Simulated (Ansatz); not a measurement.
# GaAs (F-43m): lattice thermal conductivity

Wanted: κ(T), lifetimes and mean free paths for GaAs.

What experiment has found for this phase:
- thermal conductivity 45 W/m/K near room temperature (given in “Combining the AFLOW GIBBS and Elastic Libraries to efficiently and robustly screen thermo-mechanical properties of solids”, 2017, arXiv:1611.05714)

Method: DFT r2SCAN, scalar-relativistic, plane waves, PAW; PAW set soft_1, in Ansatz 0.2.0.

**1. The structure**

It takes space group F-43m (No. 216, cubic). Conventional cell: a = 5.654 Å, b = 5.654 Å, c = 5.654 Å, α = 90.00°, β = 90.00°, γ = 90.00°. Nearest to Ga lie 4 As at 2.45 Å. Nearest to As lie 4 Ga at 2.45 Å. Farther neighbours are not listed.

**2. Probe on a coarse mesh**

A cheap single point shows whether the cell is a metal or an insulator and how far it is from rest; that sets the k-mesh and the occupations of what follows.

The input, input.yaml:

```yaml
crystal:
  lattice:
    - [0.0, 2.82685, 2.82685]
    - [2.82685, 0.0, 2.82685]
    - [2.82685, 2.82685, 0.0]
  atoms:
    - { symbol: Ga, position: [0.0, 0.0, 0.0] }
    - { symbol: As, position: [0.25, 0.25, 0.25] }
kpoints:
  mp_grid: { grid: [6, 6, 6] }
hamiltonian:
  xc: r2scan
  pseudopotentials: { kind: paw, azcp: { folder: soft_1 } }
scf:
  occupations: { method: gaussian, width: 0.1 }
  lower_state_search: "off"
output:
  forces: true
  stress: true
  eigenvalues: true
```

Command:

```
$ ansatz run input.yaml --threads 18 --pin off --max-ram 92160MiB --backend cuda --events-out ev --progress --plain --runs-dir out --max-vram 78GiB
```

Numbers of over 12 decimals in the logs are rounded to 6 here.

What it wrote:

```text
Engine: ansatz 0.2.0, aarch64-unknown-linux-gnu
Pseudopotentials: kind: paw
Pseudopotential: Ga, paw, valence charge 13, recommended cutoff 500 eV (meta_gga), soft_1/Ga.paw.azcp
Pseudopotential: As, paw, valence charge 15, recommended cutoff 500 eV (meta_gga), soft_1/As.paw.azcp
Functional definition: r2SCAN
  parameter k0 = 0.174
  parameter k1 = 0.065
  parameter a1 = 4.9479
  exchange = r2scan_x(k0 = k0, k1 = k1, a1 = a1)
  correlation = r2scan_c
device memory: the entry about to start is reckoned to put 1.0 GiB on a device that reports 171.9 GiB free (of which the cap on the GPU budget leaves the run 78.0 GiB)
GPU FFT provider: cuFFT
GPU libraries: cuBLAS 13.8.1, cuFFT 12.4.0, cuSOLVER 12.3.2
GPU matrix products: emulated (plane waves: as basis.precision tells), large ones in fixed point in workspaces of 1.00 GiB
Crystal: 2 atoms, lattice volume = 45.179 Å³
Basis set: ecut = 500 eV, 1139 PW (Γ), exchange–correlation on 120×120×120 points (64 copies of the dense FFT grid, shifted against one another)
Bands: 18, of which v1, the nominal top of the filled ones, is band 14 counted from 1 (13 counted from 0)
Symmetry: 24 space group operations
Space group: F-43m (ITA 216), of the structure as read, at distance tolerance 3.6e-5 Å
k-points: 16 of 216 (time reversal used)
Non-local potential: Ga, projectors of the file, l = 0: 2, l = 1: 2, l = 2: 3, l = 3: 1
Non-local potential: As, projectors of the file, l = 0: 2, l = 1: 2, l = 2: 3, l = 3: 1
PAW form: soft (Blöchl's): semilocal exchange-correlation on the pseudo side does not see the compensation charge
PAW frozen core: Ga, regenerated for the run's functional (the file was generated under x = pbe(κ = 0.804, μ = 0.219515), c = pbe(β = 0.066725))
PAW frozen core: As, regenerated for the run's functional (the file was generated under x = pbe(κ = 0.804, μ = 0.219515), c = pbe(β = 0.066725))
PAW one-centre angular grid: Ga, 590 points (default); XC on 160 Gauss nodes
PAW one-centre angular grid: As, 590 points (default); XC on 160 Gauss nodes
Initial density: superposition of atomic densities (chi_scale 0.1, normalization cell, long waves kept (reshape's long-wave potential 0.00 eV rms))
Initial wavefunctions: pseudopotential atomic-orbital guess
GPU buffer pool allocated for 27000 grid points (all kernels)
GPU transforms: local potential and band sums: pruned to the plane-wave sphere, on 30×30×30
Functional: x = r2scan, c = r2scan; τ floored in thin density (d = 2e-4 eV/Å³)
iter 1 solved again at ethr=2.04e-3 eV; its pass at ethr=3.10e-3 eV (dr2=5.72e-1 eV) is discarded
SCF iter   1: F=-8655.705882 eV  HF=-8655.750151 eV  |F-HF|=4.43e-2  |Δ(HF+E_count)|=         —  Δρ=4.94e-2  dr2=5.76e-1  dr2_τ=5.75e-3  ethr=2.04e-3  ⟨swp⟩=1.0  Hψ=1914  notcnv=0
preconditioner: auto → none  [insulator: Δε(μ)=0.838 eV  Ē_g=16.582 eV  σ=0.100 eV  W_gap=1.00  n_scr=14 (ndim 8)  ℏωp=23.4 eV  f_vac=0.001  D(μ)=0.00/eV (n_scr^D=0)  ε∞_Penn≈3.0]
SCF iter   2: F=-8655.746906 eV  HF=-8655.748231 eV  |F-HF|=1.33e-3  |Δ(HF+E_count)|=   1.92e-3  Δρ=2.16e-2  dr2=1.08e-1  dr2_τ=6.68e-4  ethr=2.04e-3  ⟨swp⟩=3.0  Hψ=560  notcnv=0
SCF iter   3: F=-8655.735870 eV  HF=-8655.763243 eV  |F-HF|=2.74e-2  |Δ(HF+E_count)|=   1.50e-2  Δρ=7.23e-3  dr2=1.31e-2  dr2_τ=1.44e-4  ethr=3.87e-4  ⟨swp⟩=2.1  Hψ=561  notcnv=0
SCF iter   4: F=-8655.752711 eV  HF=-8655.752694 eV  |F-HF|=1.67e-5  |Δ(HF+E_count)|=   1.05e-2  Δρ=7.94e-4  dr2=1.10e-4  dr2_τ=3.79e-6  ethr=4.67e-5  ⟨swp⟩=2.0  Hψ=688  notcnv=0
SCF iter   5: F=-8655.752760 eV  HF=-8655.752756 eV  |F-HF|=4.77e-6  |Δ(HF+E_count)|=   6.17e-5  Δρ=3.07e-4  dr2=1.73e-5  dr2_τ=5.28e-7  ethr=3.93e-7  ⟨swp⟩=2.0  Hψ=576  notcnv=0
SCF iter   6: F=-8655.752814 eV  HF=-8655.752814 eV  |F-HF|=3.81e-7  |Δ(HF+E_count)|=   5.84e-5  Δρ=5.48e-5  dr2=6.22e-7  dr2_τ=1.03e-8  ethr=6.19e-8  ⟨swp⟩=2.7  Hψ=497  notcnv=0
SCF iter   7: F=-8655.752814 eV  HF=-8655.752814 eV  |F-HF|=1.36e-8  |Δ(HF+E_count)|=   5.30e-7  Δρ=8.55e-6  dr2=2.37e-8  dr2_τ=8.28e-10  ethr=3.57e-10  ⟨swp⟩=5.8  Hψ=1321  notcnv=0
SCF 1 converged in 7 iterations: F = -8655.752814 eV  dr2 = 2.37e-8
  greatest PAW one-centre occupation: 0.999 electrons in one spin orbital (limit 2), on the As atom at site 1 (counted from 0), in its partial waves of l = 2
SCF converged after 7 iterations
Free energy (F): -8655.752814 eV
Harris-Foulkes:  -8655.752814 eV  (|F-HF|=1.36e-8)
Internal energy: -8655.752814 eV  (E = F + TS)
E sigma→0 (E₀):  -8655.752814 eV
Fermi energy:    8.196730 eV
--- Per-component energies (eV) ---
  E_band       = -338.307106
  E_kinetic    = 209.044966
  E_local      = -3661.257341  (includes V_loc(G=0)·N_el)
  E_nonlocal   = -484.052130
  E_hartree    = 2136.357804
  E_xc         = -123.635181
  E_vxc        = -136.030423  (∫ρ·V_xc dr)
  E_paw        = -4031.372737  (= ΣΔE_a)
  E_vpaw       = -545.848457  (= ΣTr[D̂ρ^β])
  E_aug_tail   = 0.000051  (compensation charges beyond the density's cutoff)
  E_vtau       = 7.120937  (kinetic-family band-sum trace: ∫τ·v_τ [+ j·A + Jᵃ·Aᵃ] dr)
  E_ewald      = -2698.727786
  E_core_change = -2.110460  (= ΣΔE_core)
  E_smearing   = -0.000000  (= −TS)
  E_closure    = 0.000000  (closes the sum)
  Σ components = -8655.752814   (vs F -8655.752814, Δ=0.00e0)
--- Forces (eV/Å), atoms counted from 1 ---
  atom   1  Ga    -0.00000000     0.00000000     0.00000000
  atom   2  As    -0.00000000     0.00000000    -0.00000000
  max |Σ_I F_I| component: 2.52e-17 eV/Å
--- Stress (GPa, compression-positive) ---
        0.451372      -0.000000      -0.000000
       -0.000000       0.451372       0.000000
       -0.000000       0.000000       0.451372
  P = ⅓ Tr σ = 0.4514 GPa (4.514 kbar)
--- Band table (eV; the first three rows and the last of 16) ---
  k-point 0: bands = [... 10 lower, -5.5216, 7.6822, 7.6822, 7.6822, 8.7006, 11.7318, 11.7318, 11.7318]
  k-point 1: bands = [... 10 lower, -5.1838, 4.9926, 7.2906, 7.2906, 9.7112, 12.3012, 12.3012, 12.7931]
  k-point 2: bands = [... 10 lower, -4.3152, 2.1946, 6.7224, 6.7224, 9.2791, 12.7407, 12.7407, 15.4827]
  k-point 15: bands = [... 10 lower, -2.8502, 0.8430, 4.2355, 4.3901, 11.2989, 11.4917, 15.3354, 15.6275]
```

Wall time 0.92 s (1 × NVIDIA GB200 with 18 threads of Arm Neoverse V2, shared host); peak memory 1.1 GiB; 1.8 s of CPU time.

The column dr2 measures how far the density is from self-consistency, as an energy; F and HF (Harris–Foulkes) agree once it is small.

Numbers from this step:

| Item | Value |
| --- | --- |
| pressure | 0.4514 GPa |
| gap on the k-mesh | 1.018 eV |
| volume per atom | 22.59 Å³/atom |

The start is under 0.45 GPa at this level and looks like an insulator or semiconductor on this mesh.

**3. Relaxation**

The vibrations must be taken about the equilibrium of this functional, not about the starting cell, so the structure is relaxed.

input.yaml, the sections that differ from step 2:

```yaml
kpoints:
  mp_grid: { grid: [8, 8, 8] }
scf:
  occupations: { method: gaussian, width: 0.02 }
  lower_state_search: "off"
relax:
  adjacent_minimum: "off"
  f_tol: 0.005
  max_steps: 80
  cell: { stress_tol: 0.05 }
# crystal, hamiltonian, output: as in step 2
```

What it wrote:

```text
[...]
Crystal: 2 atoms, lattice volume = 45.179 Å³
Basis set: ecut = 500 eV, 1139 PW (Γ), exchange–correlation on 120×120×120 points (64 copies of the dense FFT grid, shifted against one another)
Bands: 18, of which v1, the nominal top of the filled ones, is band 14 counted from 1 (13 counted from 0)
Symmetry: 24 space group operations
[...]
k-points: 29 of 512 (time reversal used)
[...]
SCF iter   2: F=-8655.763800 eV  HF=-8655.765344 eV  |F-HF|=1.54e-3  |Δ(HF+E_count)|=   2.12e-3  Δρ=2.15e-2  dr2=1.07e-1  dr2_τ=6.55e-4  ethr=2.01e-3  ⟨swp⟩=3.0  Hψ=1015  notcnv=0
[...]
SCF iter   7: F=-8655.769712 eV  HF=-8655.769712 eV  |F-HF|=1.60e-8  |Δ(HF+E_count)|=   5.03e-7  Δρ=8.70e-6  dr2=2.64e-8  dr2_τ=8.82e-10  ethr=3.57e-10  ⟨swp⟩=6.0  Hψ=2460  notcnv=0
SCF 1 converged in 7 iterations: F = -8655.769712 eV  dr2 = 2.64e-8
[...]
relax step   1: F+E_penalty+E_count = -8655.76971176 eV  Δ(F+E_penalty+E_count) = +0.000e0 eV  max|allowed force component| = 7.373e-18 eV/Å  Δτ_max = 0.0000 Å  P = +0.454 GPa  Ω = 45.179 Å³  (7 SCF iters, dr2 threshold 1.00e-7 eV, accepted)
[...]
Crystal: 2 atoms, lattice volume = 45.420 Å³
[...]
SCF iter   2: F=-8655.770033 eV  HF=-8655.770038 eV  |F-HF|=4.75e-6  |Δ(HF+E_count)|=   2.47e-4  Δρ=1.47e-4  dr2=1.27e-5  dr2_τ=7.18e-8  ethr=1.07e-7  ⟨swp⟩=2.0  Hψ=803  notcnv=0
[...]
SCF iter   4: F=-8655.770036 eV  HF=-8655.770036 eV  |F-HF|=8.93e-8  |Δ(HF+E_count)|=   1.30e-7  Δρ=2.00e-5  dr2=1.85e-7  dr2_τ=3.81e-9  ethr=7.14e-10  ⟨swp⟩=3.1  Hψ=2342  notcnv=0
SCF 2 converged in 4 iterations: F = -8655.770036 eV  dr2 = 1.85e-7
relax step   2: F+E_penalty+E_count = -8655.77003641 eV  Δ(F+E_penalty+E_count) = -3.247e-4 eV  max|allowed force component| = 1.626e-17 eV/Å  Δτ_max = 0.0000 Å  P = +0.060 GPa  Ω = 45.420 Å³  energy of the carried Pulay correction = -6.063e-5 eV  (4 SCF iters, dr2 threshold 2.00e-7 eV, accepted)
[...]
Crystal: 2 atoms, lattice volume = 45.457 Å³
[...]
SCF iter   4: F=-8655.770034 eV  HF=-8655.770034 eV  |F-HF|=1.83e-9  |Δ(HF+E_count)|=   2.19e-8  Δρ=3.95e-6  dr2=3.80e-9  dr2_τ=1.07e-10  ethr=3.25e-11  ⟨swp⟩=2.9  Hψ=2124  notcnv=0
SCF 3 converged in 4 iterations: F = -8655.770034 eV  dr2 = 3.80e-9
relax step   3: F+E_penalty+E_count = -8655.77003420 eV  Δ(F+E_penalty+E_count) = +2.214e-6 eV  max|allowed force component| = 1.265e-17 eV/Å  Δτ_max = 0.0000 Å  P = +0.001 GPa  Ω = 45.457 Å³  energy of the carried Pulay correction = -6.996e-5 eV  (4 SCF iters, dr2 threshold 9.11e-9 eV, accepted)
[...]
SCF iter   1: F=-8655.770050 eV  HF=-8655.770050 eV  |F-HF|=2.03e-8  |Δ(HF+E_count)|=         —  Δρ=1.18e-5  dr2=2.41e-8  dr2_τ=6.14e-9  ethr=6.54e-8  ⟨swp⟩=3.0  Hψ=4128  notcnv=0
[...]
SCF iter   2: F=-8655.770116 eV  HF=-8655.770116 eV  |F-HF|=3.74e-9  |Δ(HF+E_count)|=   6.59e-5  Δρ=5.57e-6  dr2=5.40e-9  dr2_τ=1.92e-10  ethr=8.62e-11  ⟨swp⟩=2.0  Hψ=925  notcnv=0
[...]
SCF iter   5: F=-8655.770116 eV  HF=-8655.770116 eV  |F-HF|=1.82e-12  |Δ(HF+E_count)|=  1.46e-11  Δρ=1.25e-7  dr2=2.81e-12  dr2_τ=3.35e-14  ethr=1.00e-12  ⟨swp⟩=5.1  Hψ=2101  notcnv=0
SCF 4 converged in 5 iterations: F = -8655.770116 eV  dr2 = 2.81e-12
relax step   4: F+E_penalty+E_count = -8655.77011575 eV  Δ(F+E_penalty+E_count) = -8.155e-5 eV  max|allowed force component| = 1.319e-17 eV/Å  Δτ_max = 0.0000 Å  P = +0.002 GPa  Ω = 45.457 Å³  stress off target by 1.95e-3 GPa  SCF on the basis re-selected at this cell (its energy is not comparable with the rows above)  (5 SCF iters)
basis re-selected at this cell: Δ(F+E_penalty+E_count) = -8.155e-5 eV, ΔP = +0.001 GPa vs the last step (what re-selecting the basis moved, of the pressure what is left beyond the Pulay correction that the steps carried, after the strain that the cell walked since its last selection, with what the two solves' SCF thresholds leave and, on support functions, any second-order correction that the steps lacked; it is no m [...]
SCF converged after 5 iterations
Free energy (F): -8655.770116 eV
[...]
Internal energy: -8655.770116 eV  (E = F + TS)
E sigma→0 (E₀):  -8655.770116 eV
Fermi energy:    8.079625 eV
[...]
--- Stress (GPa, compression-positive) ---
        0.001954       0.000000       0.000000
        0.000000       0.001954       0.000000
        0.000000       0.000000       0.001954
  P = ⅓ Tr σ = 0.0020 GPa (0.020 kbar)
--- Band table (eV; the first three rows and the last of 29) ---
  k-point 0: bands = [... 10 lower, -5.5645, 7.5945, 7.5945, 7.5945, 8.5643, 11.6458, 11.6458, 11.6458]
  k-point 1: bands = [... 10 lower, -5.3736, 5.6877, 7.3545, 7.3545, 9.5535, 12.0043, 12.0043, 12.1603]
  k-point 2: bands = [... 10 lower, -4.8423, 3.4219, 6.9004, 6.9004, 9.4111, 12.5442, 12.5442, 14.0293]
  k-point 28: bands = [... 10 lower, -2.9086, 0.8395, 3.9840, 4.1918, 12.6009, 12.6619, 13.4951, 14.0879]
--- Relaxed structure (3 steps of the walk, 3 accepted, 1 SCFs on fresh bases) ---
  F+E_penalty+E_count = -8655.77011575 eV   max|allowed force component| = 1.319e-17 eV/Å   (the final SCF, on the basis selected at the relaxed cell)
  cell:  # Å, volume = 45.4574 Å³
    - [0, 2.832641, 2.832641]
    - [2.832641, 0, 2.832641]
    - [2.832641, 2.832641, 0]
  atoms:
    - { symbol: Ga, position: [0, 0, 0] }
    - { symbol: As, position: [0.25, 0.25, 0.25] }
```

Run time: 2.8 s. Hardware: 1 × NVIDIA GB200 with 18 threads; peak memory 1.1 GiB; 5.7 s of CPU time.

Step by step:

```csv
step,energy less that of the first step (eV),largest force component (eV/Å),pressure (GPa),volume (Å³)
1,0.0000,0.0000,0.45,45.18
2,-0.0003,0.0000,0.06,45.42
3,-0.0003,0.0000,0.00,45.46
4*,-0.0004,0.0000,0.00,45.46
```

Relaxation steps marked * repeat the geometry before them on a plane-wave basis chosen anew for their cell, so energy and pressure can jump there.

Forces are held to the 24 operations that the run works with; a distortion that breaks them can't arise in this run.

```csv
"conventional cell, symmetrised",before,after,change
a (Å),5.654,5.665,+0.2 %
b (Å),5.654,5.665,+0.2 %
c (Å),5.654,5.665,+0.2 %
volume (Å³/atom),22.59,22.73,+0.6 %
```

The relaxed structure:

```
Ga As
1.0
     0.00000    2.83264    2.83264
     2.83264    0.00000    2.83264
     2.83264    2.83264    0.00000
Ga As
1 1
Direct
  0.00000 0.00000 0.00000
  0.25000 0.25000 0.25000
```

This step gave:

| Property | Result |
| --- | --- |
| pressure | 0.001954 GPa |
| gap on the k-mesh | 0.9699 eV |
| volume per atom | 22.73 Å³/atom |

The relaxation ends with a pressure of 0.00 GPa.

**4. Relaxing to small residual forces and stress**

The relaxation is repeated with tighter thresholds on force and stress, since phonons are sensitive to what is left; a change of mesh or smearing in the input moves the cell too.

input.yaml, the sections that differ from step 3:

```yaml
crystal:
  lattice:
    - [0.0, 2.8326412844, 2.8326412844]
    - [2.8326412844, 0.0, 2.8326412844]
    - [2.8326412844, 2.8326412844, 0.0]
  atoms:
    - { symbol: Ga, position: [0.0, 0.0, 0.0] }
    - { symbol: As, position: [0.25, 0.25, 0.25] }
kpoints:
  mp_grid: { grid: [9, 9, 9] }
scf:
  occupations: { method: fixed }
  lower_state_search: "off"
relax:
  adjacent_minimum: "off"
  f_tol: 0.001
  max_steps: 60
  cell: { stress_tol: 0.01 }
# hamiltonian, output: as in step 3
```

What it wrote:

```text
[...]
GPU FFT provider: cuFFT
GPU libraries: cuBLAS 13.8.1, cuFFT 12.4.0, cuSOLVER 12.3.2
[...]
Crystal: 2 atoms, lattice volume = 45.457 Å³
Basis set: ecut = 500 eV, 1139 PW (Γ), exchange–correlation on 120×120×120 points (64 copies of the dense FFT grid, shifted against one another)
[...]
k-point 34: bands = [... 10 lower, -2.9931, 0.9081, 3.8712, 4.5100, 12.1719, 12.4826, 13.3297, 15.1045]
--- Relaxed structure (1 steps of the walk, 1 accepted, 1 SCFs on fresh bases) ---
[...]
cell:  # Å, volume = 45.4574 Å³
    - [0.0, 2.8326412844, 2.8326412844]
    - [2.8326412844, 0.0, 2.8326412844]
    - [2.8326412844, 2.8326412844, 0.0]
  atoms:
    - { symbol: Ga, position: [0.0, 0.0, 0.0] }
    - { symbol: As, position: [0.250000, 0.250000, 0.250000] }
[key lines of the parts left out:]
SCF converged after 6 iterations
Free energy (F): -8655.772079 eV
Fermi energy:    7.593618 eV
P = ⅓ Tr σ = 0.0083 GPa (0.083 kbar)
```

It took 1.5 s on 1 × NVIDIA GB200 with 18 threads; peak memory 1.1 GiB.

Little changed from the start: no atom moved by 0.005 Å and no cell edge by 0.1 %.

Numbers from this step:

```yaml
pressure: 0.008305 GPa
gap_on_the_k_mesh: 0.9700 eV
```

The residual pressure is 0.0083 GPa, small enough for phonons.

**5. A faulty attempt**

This input was changed on purpose, to see how the program answers.

input.yaml, the sections that differ from step 4:

```yaml
scf:
  occupations: { method: fixed }
  lower_state_search: "off"
  max_iter: 50
output:
  eigenvalues: true
phonons:
  supercell: [2, 2, 2]
  dielectric: false
  third_order: { supercell: [2, 2, 2], pair_cutoff: 2.603 }
  lattice_thermal_conductivity:
    qmesh: [9, 9, 9]
    temperatures: [300]
    isotope_mass_variance:
      - { species: As, variance: 0.0 }
      - { species: Ga, variance: 0.0001971 }
# crystal, kpoints, hamiltonian: as in step 4
# relax: removed
```

What it wrote:

```text
Error: 6 input errors — fix all and re-run
  1. invalid value for `phonons.supercell`: axis 0: the count 2 must divide kpoints.mp_grid.grid dimension 9 — the displaced supercells solve the k-mesh folded onto them, whose points must be the deck's own; the next dimension that the batch's repeats divide is 10
  2. invalid value for `phonons.supercell`: axis 1: the count 2 must divide kpoints.mp_grid.grid dimension 9 — the displaced supercells solve the k-mesh folded onto them, whose points must be the deck's own; the next dimension that the batch's repeats divide is 10
  3. invalid value for `phonons.supercell`: axis 2: the count 2 must divide kpoints.mp_grid.grid dimension 9 — the displaced supercells solve the k-mesh folded onto them, whose points must be the deck's own; the next dimension that the batch's repeats divide is 10
  4. invalid value for `phonons.third_order.supercell`: axis 0: the count 2 must divide kpoints.mp_grid.grid dimension 9 — the displaced supercells solve the k-mesh folded onto them, whose points must be the deck's own; the next dimension that the batch's repeats divide is 10
  5. invalid value for `phonons.third_order.supercell`: axis 1: the count 2 must divide kpoints.mp_grid.grid dimension 9 — the displaced supercells solve the k-mesh folded onto them, whose points must be the deck's own; the next dimension that the batch's repeats divide is 10
  6. invalid value for `phonons.third_order.supercell`: axis 2: the count 2 must divide kpoints.mp_grid.grid dimension 9 — the displaced supercells solve the k-mesh folded onto them, whose points must be the deck's own; the next dimension that the batch's repeats divide is 10
```

Elapsed: 0.03 s, on 18 threads; peak memory 0.035 GiB.

The input was rejected at the start.

The program's message: “Error: 6 input errors — fix all and re-run
  1. invalid value for `phonons.supercell`: axis 0: the count 2 must divide kpoints.mp_grid.grid dimension 9 — the displaced supercells solve the k-mesh fold …”

The fault put into the input: a k mesh that the supercell doesn't divide.

[end of part 1 of 2]

[Logs are printed without paths, hosts, clocks, repeated set-up lines and the standing remarks that a program may print on its own settings, such as how far it seeks lower states.]

[Hosts, paths, dates, database ids (printed as entryN), source tags and the programs' standing remarks are cut or masked in the printed files.]

[A step with changed settings may run another functional than the one named; its input shows which.]
